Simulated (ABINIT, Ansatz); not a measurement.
## InGaN2 (P3m1): one start, several treatments of the self-energy

The structure is trigonal, space group P3m1 (No. 156). Conventional cell: a = 3.399 Å, b = 3.399 Å, c = 5.552 Å, α = 90.00°, β = 90.00°, γ = 120.00°. In has 4 N at 2.13 to 2.20 Å nearest. Nearest to Ga lie 4 N at 1.94 to 2.05 Å. Nearest to N lie 1 Ga at 1.94 Å and 3 In at 2.13 Å. Nearest to N lie 3 Ga at 2.05 Å and 1 In at 2.20 Å. Farther neighbours, and contacts between anions beyond the nearest, are not listed.

* method: RPA screening on LDA, plane waves, norm-conserving pseudopotentials (and 3 further levels or steps)
* program: ABINIT 10.8.3
* settings: cutoff 45 Ha, PseudoDojo scalar-relativistic 0.4.1 stringent, norm-conserving, ngkpt (3, 3, 2), nband 93, ecuteps 5.2 Ha, inclvkb 2, shiftk (0, 0, 0), symchi 1, awtr 1, frequency ppm, 3×3×2 k-mesh
* cost: 6 runs, 3.7 min in all on 4 MPI ranks of Arm Neoverse N1, shared host
* notes: The program’s warnings: nkpt*nsppol () is not a multiple of nproc spkpt (). The cell and positions are those that the Materials Project relaxed with its own functionals (PBE, PBE+U or r2SCAN), kept fixed. Limits: screening runs away on this mesh; no spin-orbit coupling. The 3×3×2 mesh is coarse for this cell, which bears on the long-range parts of exchange and screening. For the LDA start: On this mesh the RPA ε∞ passes 90, more than nearly any semiconductor shows; a coarse mesh does this where one point with a narrow direct gap carries much weight. The screening is then too strong, and the G0W0 gap should not be taken as the material’s.
* G0W0, Godby-Needs plasmon pole: 0.725 eV
* G0W0, Hybertsen-Louie plasmon pole: 0.734 eV
* G0W0, Engel-Farid plasmon pole: 0.672 eV
* one-shot Hartree-Fock: 7.853 eV
* known limits: short of the basis limit; screening runs away on this mesh; no spin-orbit coupling; coarse k mesh

G0W0, Hybertsen-Louie plasmon pole: +0.009 eV against G0W0, Godby-Needs plasmon pole. G0W0, Engel-Farid plasmon pole: −0.053 eV against G0W0, Godby-Needs plasmon pole.

[Paths, hosts, dates, memory and timing lines, banners, echoed tables and standing remarks are left out of the program output; an Ansatz launch command may be rebuilt from the run's recorded settings. Measured values are a selection of at most five: reports struck by readers or far from the other reports are left out. None is set beside runs whose start may be inverted or whose files or cutoffs have a known fault.]

[Runs of the session that timed out or met a known fault of the program may be left out.]

[Hosts, paths, dates, database ids (printed as entryN), source tags and the programs' standing remarks are cut or masked in the printed files.]

[G0W0 gaps are taken among the corrected bands and points alone; a level outside them can change the order at an edge.]

[Where Ansatz stands beside ABINIT at settings called matched, ABINIT's density can come from a denser mesh and the files from another edition; pairs whose starting gaps differed by over 0.03 eV were left out, so agreement reads better than it is.]
